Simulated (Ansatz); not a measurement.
## CoBiS3: relaxing a made-up structure

This structure for CoBiS3 is made up. Its elements were placed in a known structure type with a cell scaled to their sizes. What cell does the guess relax to, and how far off was it?

Method: DFT, PBE, plane-wave PAW, files of the set soft_1, scalar-relativistic, ferromagnetic start, cell and ions relaxed at zero pressure; PAW set soft_1, in the first sound run; inputs show where later runs differ, in Ansatz 0.2.0.

### 1. Set-up

It takes space group P4mm (No. 99, tetragonal). The conventional cell has a = 4.521 Å, b = 4.521 Å, c = 4.875 Å, α = 90.00°, β = 90.00°, γ = 90.00°. Bi has 8 S at 2.81 to 3.25 Å nearest. Co has 6 S at 2.23 to 2.64 Å nearest. S has 2 Co at 2.29 Å and 2 Bi at 2.81 Å nearest. Nearest to S lie 2 Co at 2.23 to 2.64 Å and 4 Bi at 3.25 Å. Farther neighbours and most contacts between anions are not listed.

Coordinates:

```cif
data_structure
_symmetry_space_group_name_H-M 'P4mm'
_symmetry_Int_Tables_number 99
_cell_length_a 4.5210
_cell_length_b 4.5210
_cell_length_c 4.8750
_cell_angle_alpha 90.000
_cell_angle_beta 90.000
_cell_angle_gamma 90.000
_cell_volume 99.64
loop_
_atom_site_label
_atom_site_type_symbol
_atom_site_symmetry_multiplicity
_atom_site_Wyckoff_symbol
_atom_site_fract_x
_atom_site_fract_y
_atom_site_fract_z
_atom_site_occupancy
Bi1 Bi 1 a 0.00000 0.00000 0.04910 1
Co1 Co 1 b 0.50000 0.50000 0.62460 1
S1 S 2 c 0.00000 0.50000 0.70540 1
S2 S 1 b 0.50000 0.50000 0.16710 1
```

### 2. Relaxation of the guess

The guessed cell has no reason to be at equilibrium. It is relaxed with the atoms, within the space group of the guess.

File input.yaml:

```yaml
crystal:
  lattice:
    - [4.521, 0.0, 0.0]
    - [0.0, 4.521, 0.0]
    - [0.0, 0.0, 4.875]
  atoms:
    - { symbol: Bi, position: [0.0, 0.0, 0.0491] }
    - { symbol: Co, position: [0.5, 0.5, 0.6246], spin: 2.0 }
    - { symbol: S, position: [0.0, 0.5, 0.7054] }
    - { symbol: S, position: [0.5, 0.5, 0.1671] }
    - { symbol: S, position: [0.5, 0.0, 0.7054] }
magnetization:
  spin_polarized: true
kpoints:
  mp_grid: { grid: [6, 6, 6] }
scf:
  occupations: { method: fermi_dirac, width: 0.05 }
hamiltonian:
  xc: pbe
  pseudopotentials: { kind: paw, azcp: { folder: soft_1 } }
relax:
  f_tol: 0.015
  max_steps: 70
  cell: {}
output:
  forces: true
  stress: true
```

Launch:

```console
> ansatz run input.yaml --threads 4 --pin off --max-ram 8192MiB --backend cpu --events-out ev --progress --plain --runs-dir out
```

Numbers of over 12 decimals in the logs are rounded to 6 here.

What it wrote:

```text
Engine: ansatz 0.2.0, aarch64-unknown-linux-gnu
Pseudopotentials: kind: paw
Pseudopotential: Bi, paw, valence charge 15, recommended cutoff 420 eV (normal), soft_1/Bi.paw.azcp
Pseudopotential: Co, paw, valence charge 17, recommended cutoff 420 eV (normal), soft_1/Co.paw.azcp
Pseudopotential: S, paw, valence charge 6, recommended cutoff 420 eV (normal), soft_1/S.paw.azcp
Functional definition: PBE
  parameter kappa = 0.804
  parameter beta = 0.066725
  exchange = pbe_x(kappa = kappa, mu = beta*pi^2/3)
  correlation = pbe_c(beta = beta)
Crystal: 5 atoms, lattice volume = 99.642 Å³
Basis set: ecut = 420 eV, 1961 PW (Γ), exchange–correlation on 64×64×72 points (8 copies of the dense FFT grid, shifted against one another)
Bands: 32, of which v1, the nominal top of the filled ones, is band 25 counted from 1 (24 counted from 0)
Symmetry: 8 space group operations
Space group: P4mm (ITA 99), of the structure as read, at distance tolerance 4.6e-5 Å
Magnetic group: BNS 99.163 (UNI 823), of the structure as read, at distance tolerance 4.6e-5 Å
k-points: 40 of 216 (time reversal used)
Non-local potential: Bi, projectors of the file, l = 0: 2, l = 1: 2, l = 2: 2, l = 3: 1
Non-local potential: Co, projectors of the file, l = 0: 3, l = 1: 2, l = 2: 3, l = 3: 1
Non-local potential: S, projectors of the file, l = 0: 2, l = 1: 2, l = 2: 1
PAW form: soft (Blöchl's): semilocal exchange-correlation on the pseudo side does not see the compensation charge
PAW one-centre angular grid: Bi, 590 points (default); XC on 64 Gauss nodes
PAW one-centre angular grid: Co, 590 points (default); XC on 64 Gauss nodes
PAW one-centre angular grid: S, 110 points (default); XC on 64 Gauss nodes
Initial density: superposition of atomic densities (chi_scale 0.1, normalization cell, long waves kept (reshape's long-wave potential 0.02 eV rms))
Starting moments: Σ|m| = 2 μB on 1 of 5 sites
Initial wavefunctions: pseudopotential atomic-orbital guess
Functional: x = pbe(κ = 0.804, μ = 0.219515), c = pbe(β = 0.066725)
SCF iter   1: F=—  HF=-20232.049053 eV  |F-HF|=—  |Δ(HF+E_count)|=         —  Δρ=3.75e-2 (↑3.24e-2 ↓3.75e-2)  dr2=9.01e0  dr2_m=4.17e-2  M=2.139 μB ∫|m|=2.164 μB  β_m=0.30  ethr=3.10e-3  ⟨swp⟩=7.8  Hψ=12681  notcnv=0  defer=18
Mixer restart at iter 1: flushing history
preconditioner: auto → Kerker (q_TF=auto, 2.432 Å⁻¹)  [metal: Δε(μ)=0.002 eV  Ē_g=12.224 eV  σ=0.050 eV  W_gap=0.01  n_scr=26 (ndim 8)  ℏωp=24.1 eV  f_vac=0.000  D(μ)=6.76/eV (n_scr^D=80)]
spin=Collinear: Kerker preconditioning applied to the charge; magnetization (m = ρ↑ − ρ↓) channel mixes plain (no charge-response kernel on spin).
SCF iter   2: F=—  HF=-20232.407807 eV  |F-HF|=—  |Δ(HF+E_count)|=   3.59e-1  Δρ=2.54e-2 (↑1.75e-2 ↓2.54e-2)  dr2=4.86e0  dr2_m=6.21e-2  M=2.032 μB ∫|m|=2.080 μB  β_m=0.54  ethr=3.10e-3  ⟨swp⟩=2.3  Hψ=4512  notcnv=0  defer=105
SCF iter   3: F=—  HF=-20232.127841 eV  |F-HF|=—  |Δ(HF+E_count)|=   2.80e-1  Δρ=3.63e-2 (↑9.26e-3 ↓3.63e-2)  dr2=2.98e0  dr2_m=1.93e-1  M=1.646 μB ∫|m|=1.773 μB  β_m=0.53  ethr=3.10e-3  ⟨swp⟩=3.4  Hψ=5094  notcnv=0  defer=109
SCF iter   4: F=—  HF=-20231.717294 eV  |F-HF|=—  |Δ(HF+E_count)|=   4.11e-1  Δρ=2.50e-2 (↑2.50e-2 ↓6.51e-3)  dr2=3.71e-1  dr2_m=1.37e-1  M=1.343 μB ∫|m|=1.563 μB  β_m=0.76  ethr=3.10e-3  ⟨swp⟩=3.3  Hψ=5425  notcnv=0  defer=109
SCF iter   5: F=—  HF=-20231.954797 eV  |F-HF|=—  |Δ(HF+E_count)|=   2.38e-1  Δρ=1.29e-2 (↑1.29e-2 ↓2.64e-3)  dr2=1.39e-1  dr2_m=2.94e-2  M=1.262 μB ∫|m|=1.446 μB  β_m=0.88  ethr=7.41e-4  ⟨swp⟩=2.4  Hψ=4479  notcnv=0  defer=115
SCF iter   6: F=—  HF=-20231.984087 eV  |F-HF|=—  |Δ(HF+E_count)|=         —  Δρ=7.72e-3 (↑7.72e-3 ↓5.00e-3)  dr2=1.05e-2  dr2_m=3.64e-2  M=1.004 μB ∫|m|=1.160 μB  β_m=0.88  ethr=2.78e-4  ⟨swp⟩=2.4  Hψ=3896  notcnv=0  defer=114
Mixer restart at iter 6: flushing history
SCF iter   7: F=—  HF=-20231.990290 eV  |F-HF|=—  |Δ(HF+E_count)|=   6.20e-3  Δρ=1.03e-2 (↑1.74e-3 ↓1.03e-2)  dr2=9.08e-2  dr2_m=1.96e-2  M=0.918 μB ∫|m|=1.054 μB  β_m=0.88  ethr=2.11e-5  ⟨swp⟩=2.6  Hψ=5444  notcnv=0  defer=111
SCF iter   8: F=—  HF=-20232.025500 eV  |F-HF|=—  |Δ(HF+E_count)|=   3.52e-2  Δρ=1.10e-2 (↑1.10e-2 ↓7.94e-3)  dr2=2.27e-1  dr2_m=2.30e-3  M=0.910 μB ∫|m|=1.037 μB  β_m=0.32  ethr=2.11e-5  ⟨swp⟩=3.2  Hψ=6195  notcnv=0  defer=114
SCF iter   9: F=—  HF=-20231.986542 eV  |F-HF|=—  |Δ(HF+E_count)|=   3.90e-2  Δρ=2.60e-3 (↑2.60e-3 ↓1.07e-3)  dr2=1.50e-3  dr2_m=2.89e-3  M=0.877 μB ∫|m|=0.997 μB  β_m=0.83  ethr=2.11e-5  ⟨swp⟩=2.8  Hψ=5512  notcnv=0  defer=114
SCF iter  10: F=—  HF=-20231.985605 eV  |F-HF|=—  |Δ(HF+E_count)|=   9.36e-4  Δρ=1.10e-3 (↑3.55e-4 ↓1.10e-3)  dr2=1.56e-3  dr2_m=1.45e-4  M=0.853 μB ∫|m|=0.960 μB  β_m=0.91  ethr=3.00e-6  ⟨swp⟩=2.0  Hψ=4451  notcnv=0  defer=114
SCF iter  11: F=—  HF=-20231.985754 eV  |F-HF|=—  |Δ(HF+E_count)|=   1.49e-4  Δρ=3.00e-4 (↑1.66e-4 ↓3.00e-4)  dr2=1.77e-4  dr2_m=4.88e-6  M=0.859 μB ∫|m|=0.967 μB  β_m=0.96  ethr=3.00e-6  ⟨swp⟩=2.0  Hψ=3095  notcnv=0  defer=114
SCF iter  12: F=—  HF=-20231.985750 eV  |F-HF|=—  |Δ(HF+E_count)|=   4.47e-6  Δρ=5.78e-5 (↑3.68e-5 ↓5.78e-5)  dr2=9.24e-6  dr2_m=1.73e-7  M=0.859 μB ∫|m|=0.967 μB  β_m=0.98  ethr=3.53e-7  ⟨swp⟩=2.0  Hψ=3435  notcnv=0  defer=114
SCF iter  13: F=—  HF=-20231.985739 eV  |F-HF|=—  |Δ(HF+E_count)|=   1.07e-5  Δρ=2.28e-5 (↑2.28e-5 ↓1.01e-5)  dr2=4.41e-7  dr2_m=1.50e-7  M=0.859 μB ∫|m|=0.967 μB  β_m=0.98  ethr=1.85e-8  ⟨swp⟩=2.0  Hψ=3550  notcnv=0  defer=114
SCF iter  14: F=—  HF=-20231.985739 eV  |F-HF|=—  |Δ(HF+E_count)|=   2.70e-7  Δρ=5.79e-6 (↑4.03e-6 ↓5.79e-6)  dr2=1.13e-7  dr2_m=1.08e-8  M=0.859 μB ∫|m|=0.967 μB  β_m=0.99  ethr=8.82e-10  ⟨swp⟩=2.2  Hψ=3572  notcnv=0  defer=114
SCF iter  15: F=—  HF=-20231.985739 eV  |F-HF|=—  |Δ(HF+E_count)|=   4.64e-8  Δρ=2.44e-6 (↑1.33e-6 ↓2.44e-6)  dr2=3.12e-8  dr2_m=8.37e-10  M=0.859 μB ∫|m|=0.967 μB  β_m=0.99  ethr=2.27e-10  ⟨swp⟩=2.0  Hψ=3625  notcnv=0  defer=114
SCF iter  16: F=-20231.985739 eV  HF=-20231.985739 eV  |F-HF|=1.36e-8  |Δ(HF+E_count)|=   2.89e-9  Δρ=1.65e-6 (↑1.49e-6 ↓1.65e-6)  dr2=1.58e-8  dr2_m=4.37e-11  M=0.859 μB ∫|m|=0.967 μB  ethr=6.24e-11  ⟨swp⟩=2.2  Hψ=7761  notcnv=0
SCF 1 converged in 16 iterations: F = -20231.985739 eV  dr2 = 1.58e-8
  greatest PAW one-centre occupation: 1.001 electrons in one spin orbital (limit 2), on the Co atom at site 1 (counted from 0), in its partial waves of l = 1
relax step   1: F+E_penalty+E_count = -20231.98573932 eV  Δ(F+E_penalty+E_count) = +0.000e0 eV  max|allowed force component| = 6.709e-1 eV/Å  Δτ_max = 0.0000 Å  P = -1.879 GPa  Ω = 99.642 Å³  (16 SCF iters, dr2 threshold 1.00e-7 eV, accepted)
[...]
relax step   8: F+E_penalty+E_count = -20232.31105320 eV  Δ(F+E_penalty+E_count) = -3.988e-4 eV  max|allowed force component| = 1.346e-2 eV/Å  Δτ_max = 0.0071 Å  P = -0.014 GPa  Ω = 102.387 Å³  energy of the carried Pulay correction = -6.046e-4 eV  (11 SCF iters, dr2 threshold 1.83e-7 eV, accepted)
relax step   9: F+E_penalty+E_count = -20232.31736036 eV  Δ(F+E_penalty+E_count) = -6.307e-3 eV  max|allowed force component| = 1.873e-2 eV/Å  Δτ_max = 0.0000 Å  P = +0.090 GPa  Ω = 102.387 Å³  stress off target by 2.65e-1 GPa  SCF on the basis re-selected at this cell (its energy is not comparable with the rows above)  (15 SCF iters)
relax step  10: F+E_penalty+E_count = -20232.31796811 eV  Δ(F+E_penalty+E_count) = -6.078e-4 eV  max|allowed force component| = 1.924e-2 eV/Å  Δτ_max = 0.0062 Å  P = +0.022 GPa  Ω = 102.696 Å³  energy of the carried Pulay correction = -6.717e-5 eV  (11 SCF iters, dr2 threshold 1.76e-7 eV, accepted)
relax step  11: F+E_penalty+E_count = -20232.31802837 eV  Δ(F+E_penalty+E_count) = -6.027e-5 eV  max|allowed force component| = 3.321e-3 eV/Å  Δτ_max = 0.0011 Å  P = +0.002 GPa  Ω = 102.733 Å³  energy of the carried Pulay correction = -7.461e-5 eV  (11 SCF iters, dr2 threshold 2.71e-8 eV, accepted)
iter 1 solved again at ethr=9.90e-7 eV; its pass at ethr=3.10e-3 eV (dr2=4.95e-4 eV) is discarded
SCF iter   1: F=—  HF=-20232.318046 eV  |F-HF|=—  |Δ(HF+E_count)|=         —  Δρ=2.49e-5 (↑2.49e-5 ↓2.49e-5)  dr2=9.43e-8  dr2_m=3.69e-12  M=-0.000 μB ∫|m|=0.000 μB  β_m=0.65  ethr=9.90e-7  ⟨swp⟩=3.8  Hψ=19544  notcnv=0
eigensolver tolerance schedule: the retry pair's looser diagonalisation over-reported the residual by 5246.12 of it (diagonalisation noise at an unbounded share of the residual, at the tolerance the schedule requests for it); recorded, not acted on — ethr = c·dr2/N_el stays at c = 1.0e-1
preconditioner: auto → Kerker (q_TF=auto, 2.273 Å⁻¹)  [metal: Δε(μ)=0.009 eV  Ē_g=12.730 eV  σ=0.050 eV  W_gap=0.04  n_scr=20 (ndim 8)  ℏωp=23.7 eV  f_vac=0.030  D(μ)=4.52/eV (n_scr^D=36)]
spin=Collinear: Kerker preconditioning applied to the charge; magnetization (m = ρ↑ − ρ↓) channel mixes plain (no charge-response kernel on spin).
SCF iter   2: F=—  HF=-20232.318091 eV  |F-HF|=—  |Δ(HF+E_count)|=   4.54e-5  Δρ=8.93e-6 (↑8.93e-6 ↓8.93e-6)  dr2=1.18e-8  dr2_m=2.82e-12  M=-0.000 μB ∫|m|=0.000 μB  β_m=0.56  ethr=1.89e-10  ⟨swp⟩=4.1  Hψ=6385  notcnv=0
SCF iter   3: F=—  HF=-20232.318096 eV  |F-HF|=—  |Δ(HF+E_count)|=   4.75e-6  Δρ=3.35e-6 (↑3.35e-6 ↓3.33e-6)  dr2=4.24e-9  dr2_m=2.31e-12  M=-0.000 μB ∫|m|=0.000 μB  β_m=0.57  ethr=2.35e-11  ⟨swp⟩=2.1  Hψ=4557  notcnv=0
SCF iter   4: F=—  HF=-20232.318097 eV  |F-HF|=—  |Δ(HF+E_count)|=   9.09e-7  Δρ=9.74e-7 (↑9.08e-7 ↓9.74e-7)  dr2=1.73e-9  dr2_m=1.81e-12  M=-0.000 μB ∫|m|=0.000 μB  β_m=0.59  ethr=8.49e-12  ⟨swp⟩=2.0  Hψ=3858  notcnv=0
SCF iter   5: F=—  HF=-20232.318097 eV  |F-HF|=—  |Δ(HF+E_count)|=   1.31e-8  Δρ=8.51e-7 (↑7.80e-7 ↓8.51e-7)  dr2=1.86e-9  dr2_m=1.46e-12  M=-0.000 μB ∫|m|=0.000 μB  β_m=0.79  ethr=3.46e-12  ⟨swp⟩=1.9  Hψ=2736  notcnv=0
SCF iter   6: F=—  HF=-20232.318097 eV  |F-HF|=—  |Δ(HF+E_count)|=   4.54e-9  Δρ=5.27e-7 (↑4.67e-7 ↓5.27e-7)  dr2=9.82e-10  dr2_m=9.69e-13  M=-0.000 μB ∫|m|=0.000 μB  β_m=0.90  ethr=3.46e-12  ⟨swp⟩=2.0  Hψ=3508  notcnv=0
SCF iter   7: F=—  HF=-20232.318097 eV  |F-HF|=—  |Δ(HF+E_count)|=  7.46e-10  Δρ=1.35e-7 (↑1.04e-7 ↓1.35e-7)  dr2=1.09e-10  dr2_m=3.46e-13  M=-0.000 μB ∫|m|=0.000 μB  β_m=0.91  ethr=1.96e-12  ⟨swp⟩=2.4  Hψ=4414  notcnv=0
SCF iter   8: F=—  HF=-20232.318097 eV  |F-HF|=—  |Δ(HF+E_count)|=  7.28e-12  Δρ=5.16e-8 (↑3.98e-8 ↓5.16e-8)  dr2=9.55e-12  dr2_m=6.26e-13  M=-0.000 μB ∫|m|=0.000 μB  β_m=0.93  ethr=1.00e-12  ⟨swp⟩=2.0  Hψ=2808  notcnv=0
SCF iter   9: F=—  HF=-20232.318097 eV  |F-HF|=—  |Δ(HF+E_count)|=  7.28e-12  Δρ=1.37e-7 (↑1.37e-7 ↓1.24e-7)  dr2=6.74e-11  dr2_m=4.72e-14  M=-0.000 μB ∫|m|=0.000 μB  β_m=0.97  ethr=1.00e-12  ⟨swp⟩=1.0  Hψ=2560  notcnv=0
SCF iter  10: F=-20232.318097 eV  HF=-20232.318097 eV  |F-HF|=1.82e-11  |Δ(HF+E_count)|=  7.28e-12  Δρ=7.72e-8 (↑7.72e-8 ↓6.61e-8)  dr2=2.10e-11  dr2_m=3.21e-14  M=-0.000 μB ∫|m|=0.000 μB  ethr=1.00e-12  ⟨swp⟩=3.0  Hψ=6947  notcnv=0
the starting moments were not kept: the SCF closed with an absolute magnetisation of 1.7e-6 μB, where they sum to 2 μB in size (1 site). That is at most 0.1 of that sum. Measured as dr2_m measures the in/out step, that magnetisation stands 3.3e-12 eV from none, at or under the dr2_threshold of 5.0e-11 eV: it is no larger than a step whose dr2_m would equal this threshold.
SCF 12 converged in 10 iterations: F = -20232.318097 eV  dr2 = 2.10e-11
relax step  12: F+E_penalty+E_count = -20232.31809698 eV  Δ(F+E_penalty+E_count) = -6.861e-5 eV  max|allowed force component| = 3.326e-3 eV/Å  Δτ_max = 0.0000 Å  P = +0.001 GPa  Ω = 102.733 Å³  stress off target by 1.98e-3 GPa  SCF on the basis re-selected at this cell (its energy is not comparable with the rows above)  (10 SCF iters)
basis re-selected at this cell: Δ(F+E_penalty+E_count) = -6.861e-5 eV, ΔP = -0.001 GPa vs the last step (what re-selecting the basis moved, of the pressure what is left beyond the Pulay correction that the steps carried, after the strain that the cell walked since its last selection, with what the two solves' SCF thresholds leave and, on support functions, any second-order correction that the steps lacked; it is no m [...]
SCF converged after 10 iterations
Magnetization: -0.0000 μB (25.0000 up, 25.0000 down)
Absolute magnetization: 0.0000 μB (∫|ρ↑−ρ↓|, with the PAW one-centre terms)
Spin contamination: 0.0000 ħ² per cell (⟨S²⟩ above its minimum at these occupations)
Per-site moments (μB) at R_I (Å): [(8.927840656668656e-10, 1.147471), (-1.1456183165865824e-6, 0.896319), (-7.575208611716658e-8, 0.923895), (-1.1284426792006539e-7, 0.896319), (-7.575208610834143e-8, 0.923895)]
Free energy (F): -20232.318097 eV
Harris-Foulkes:  -20232.318097 eV  (|F-HF|=1.82e-11)
Internal energy: -20232.282677 eV  (E = F + TS)
E sigma→0 (E₀):  -20232.300387 eV
Entropy (-TS):   -0.035420 eV (-7.084 meV/atom)
Fermi energy:    8.905777 eV
--- Per-component energies (eV) ---
  E_band       = -491.100148
  E_kinetic    = 860.829347
  E_local      = -6045.860745  (includes V_loc(G=0)·N_el)
  E_nonlocal   = 949.381114
  E_hartree    = 2560.477986
  E_xc         = -510.062035
  E_vxc        = -497.108951  (∫ρ·V_xc dr)
  E_paw        = -14060.714572  (= ΣΔE_a)
  E_vpaw       = -879.296691  (= ΣTr[D̂ρ^β])
  E_aug_tail   = 0.000182  (compensation charges beyond the density's cutoff)
  E_ewald      = -3986.333952
  E_smearing   = -0.035420  (= −TS)
  E_closure    = 0.000000  (closes the sum)
  Σ components = -20232.318097   (vs F -20232.318097, Δ=0.00e0)
--- Forces (eV/Å), atoms counted from 1 ---
  atom   1  Bi     0.00000000    -0.00000000    -0.00033530
  atom   2  Co     0.00000000     0.00000000    -0.00332566
  atom   3  S      0.00000000     0.00000000     0.00047092
  atom   4  S      0.00000000     0.00000000     0.00271953
  atom   5  S     -0.00000000    -0.00000000     0.00047092
  max |Σ_I F_I| component: 4.15e-7 eV/Å
--- Stress (GPa, compression-positive) ---
        0.001978      -0.000000      -0.000000
       -0.000000       0.001978       0.000000
       -0.000000       0.000000      -0.001206
  P = ⅓ Tr σ = 0.0009 GPa (0.009 kbar)
--- Relaxed structure (10 steps of the walk, 10 accepted, 2 SCFs on fresh bases) ---
  F+E_penalty+E_count = -20232.31809698 eV   max|allowed force component| = 3.326e-3 eV/Å   (the final SCF, on the basis selected at the relaxed cell)
  cell:  # Å, volume = 102.7331 Å³
    - [4.290627, 0.0, 0]
    - [0, 4.290627, 0.0]
    - [0, 0.0, 5.580448]
  atoms:
    - { symbol: Bi, position: [0, 0.0, 0.028179] }
    - { symbol: Co, position: [0.5, 0.5, 0.595543] }
    - { symbol: S, position: [0, 0.5, 0.710856] }
    - { symbol: S, position: [0.5, 0.5, 0.206166] }
    - { symbol: S, position: [0.5, 0.0, 0.710856] }
```

It took 2.4 min on 4 threads of Arm Neoverse V2, shared host; peak memory 0.83 GiB; 9.3 min of CPU time.

The steps of the relaxation:

```csv
step,energy less that of the first step (eV),largest force component (eV/Å),pressure (GPa),volume (Å³)
1,0.0000,0.6709,-1.88,99.64
2,-0.0292,1.0291,2.05,98.74
3,-0.1940,0.2063,0.69,99.40
4,-0.2918,0.3437,0.41,100.79
5,-0.3227,0.1334,-0.58,102.57
6,-0.3244,0.0781,0.02,102.63
7,-0.3249,0.0184,0.24,101.92
8,-0.3253,0.0135,-0.01,102.39
9*,-0.3316,0.0187,0.09,102.39
10,-0.3322,0.0192,0.02,102.70
11,-0.3323,0.0033,0.00,102.73
12*,-0.3324,0.0033,0.00,102.73
```

Relaxation steps marked * repeat the geometry before them on a plane-wave basis chosen anew for their cell, so energy and pressure can jump there.

Forces are held to the 8 operations that the run works with; a distortion that breaks them can't arise in this run.

```csv
cell as run,before,after,change
a (Å),4.521,4.291,-5.1 %
b (Å),4.521,4.291,-5.1 %
c (Å),4.875,5.580,+14.5 %
volume (Å³/atom),19.93,20.55,+3.1 %
```

The atoms that moved most (Å, as changes of fractional coordinates times the final cell):

```csv
atom,dx,dy,dz,length
S4,0.000,0.000,0.218,0.218
Co2,0.000,0.000,-0.162,0.162
Bi1,0.000,0.000,-0.117,0.117
S3,0.000,0.000,0.030,0.030
S5,0.000,0.000,0.030,0.030
```

Final coordinates:

```xyz
5
Lattice="4.2906 0.0000 0.0000 0.0000 4.2906 0.0000 0.0000 0.0000 5.5804" Properties=species:S:1:pos:R:3 pbc="T T T"
Bi    0.0000    0.0000    0.1573
Co    2.1453    2.1453    3.3234
S     0.0000    2.1453    3.9669
S     2.1453    2.1453    1.1505
S     2.1453    0.0000    3.9669
```

This step gave:

| Item | Value |
| --- | --- |
| free energy | -20232.3181 eV |
| energy at zero smearing | -20232.3004 eV |
| smearing term TS | 0.03542 eV |
| Fermi energy | 8.906 eV |
| electrons | 50 |
| symmetry operations | 8 |
| pressure | 9.17e-4 GPa |

The shortest distance of each pair, which need not be the same contact before and after:

```csv
pair,guess (Å),relaxed (Å)
Co–S,2.230,2.173
Bi–S,2.814,2.782
S–S,3.190,3.034
Bi–Co,3.808,3.877
Bi–Bi,4.521,4.291
```

The relaxation ends with a largest force component of 0.0033 eV/Å and a pressure of 0.00 GPa. The starting moments have collapsed: the run ends non-magnetic.

[end of part 1 of 2]

[Logs are printed without paths, hosts, clocks, repeated set-up lines and the standing remarks that a program may print on its own settings, such as how far it seeks lower states.]

[Hosts, paths, dates, database ids (printed as entryN), source tags and the programs' standing remarks are cut or masked in the printed files.]
